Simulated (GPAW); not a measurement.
Consider CuSe2 (Pnnm).

```xyz
6
Lattice="5.0252 0.0000 0.0000 0.0000 6.1941 0.0000 0.0000 0.0000 3.7447" Properties=species:S:1:pos:R:3 pbc="T T T"
Se    3.4347    0.7129    1.8723
Se    1.5905    5.4812    1.8723
Se    0.9221    2.3841    0.0000
Se    4.1031    3.8100    0.0000
Cu    2.5126    3.0970    1.8723
Cu    0.0000    0.0000    0.0000
```

Absorber: atom 1, with 1 Se at 2.33 Å and 3 Cu at 2.56 Å (distorted tetrahedral, site symmetry m). Method: GPAW, LDA, excited-electron core hole (neutral cell), 24-atom cell with 8.0 Å between holes, 3×3×3 k points, dipole transitions, Gaussian full width 2.33 eV up to 4 eV, rising linearly to 3.5 eV at 25 eV.

Question: What does the Se K edge look like?

Main maxima up to 30 eV above the zero (height): 0.8 eV (1.71) and 9.0 eV (1.38). A K edge sees empty p states on the absorber. 

The Se K spectrum (energy from the lowest empty level; intensity scaled to a mean of 1 over the first 20 eV; polarised curves are means over the symmetry-equivalent atoms):

```tsv
E (eV)	isotropic	ε ∥ x	ε ∥ y	ε ∥ z
-2.0	0.06	0.08	0.05	0.04
-1.0	0.43	0.65	0.42	0.21
0.0	1.31	2.11	1.33	0.49
1.0	1.68	2.76	1.74	0.53
2.0	1.04	1.61	1.08	0.41
3.0	0.62	0.73	0.61	0.51
4.0	0.73	0.66	0.75	0.78
5.0	0.83	0.71	0.89	0.89
6.0	0.92	0.83	0.96	0.99
7.0	1.16	1.06	1.18	1.24
8.0	1.34	1.22	1.40	1.41
9.0	1.38	1.26	1.45	1.44
10.0	1.34	1.26	1.33	1.42
11.0	1.21	1.20	1.15	1.29
12.0	1.06	1.12	0.99	1.07
13.0	0.92	1.02	0.88	0.87
14.0	0.81	0.88	0.80	0.76
15.0	0.74	0.76	0.75	0.72
16.0	0.72	0.72	0.73	0.71
17.0	0.76	0.74	0.78	0.76
18.0	0.80	0.76	0.82	0.82
19.0	0.81	0.77	0.80	0.85
20.0	0.82	0.79	0.80	0.86
21.0	0.85	0.83	0.85	0.86
22.0	0.89	0.89	0.89	0.90
23.0	0.91	0.92	0.89	0.93
24.0	0.90	0.92	0.88	0.92
25.0	0.91	0.93	0.89	0.90
26.0	0.93	0.96	0.92	0.90
27.0	0.93	0.94	0.93	0.92
28.0	0.91	0.88	0.93	0.94
29.0	0.90	0.84	0.92	0.94
30.0	0.91	0.86	0.92	0.96
31.0	0.94	0.90	0.92	0.99
32.0	0.97	0.94	0.94	1.03
```

The script folds with a Gaussian, whereas the core hole's own line is a Lorentzian, so the onset is too steep and the first peak too high. The unit cell's mesh shows no gap over 0.35 eV. That is right for a metallic compound; for a small-gap or correlated insulator it would be the fault of the functional or of the assumed magnetic order, and the hole would be screened too well. The structure is a published determination, not relaxed.

[Banner, clock and machine lines of the logs are left out without a mark of their own.]

[Logs are printed without paths, hosts, clocks, repeated set-up lines and the standing remarks that a program may print on its own settings, such as how far it seeks lower states.]

[Hosts, paths, dates, database ids (printed as entryN), source tags and the programs' standing remarks are cut or masked in the printed files.]

[Lists of maxima count a maximum above −3 eV only where it reaches 4 % of the highest in the window and stands out from its surroundings by 2 % of it (1.5 % where it reaches 55 %); shoulders and weaker maxima are passed over, and of the rest the first, up to two pre-edge ones and the few strongest are named.]
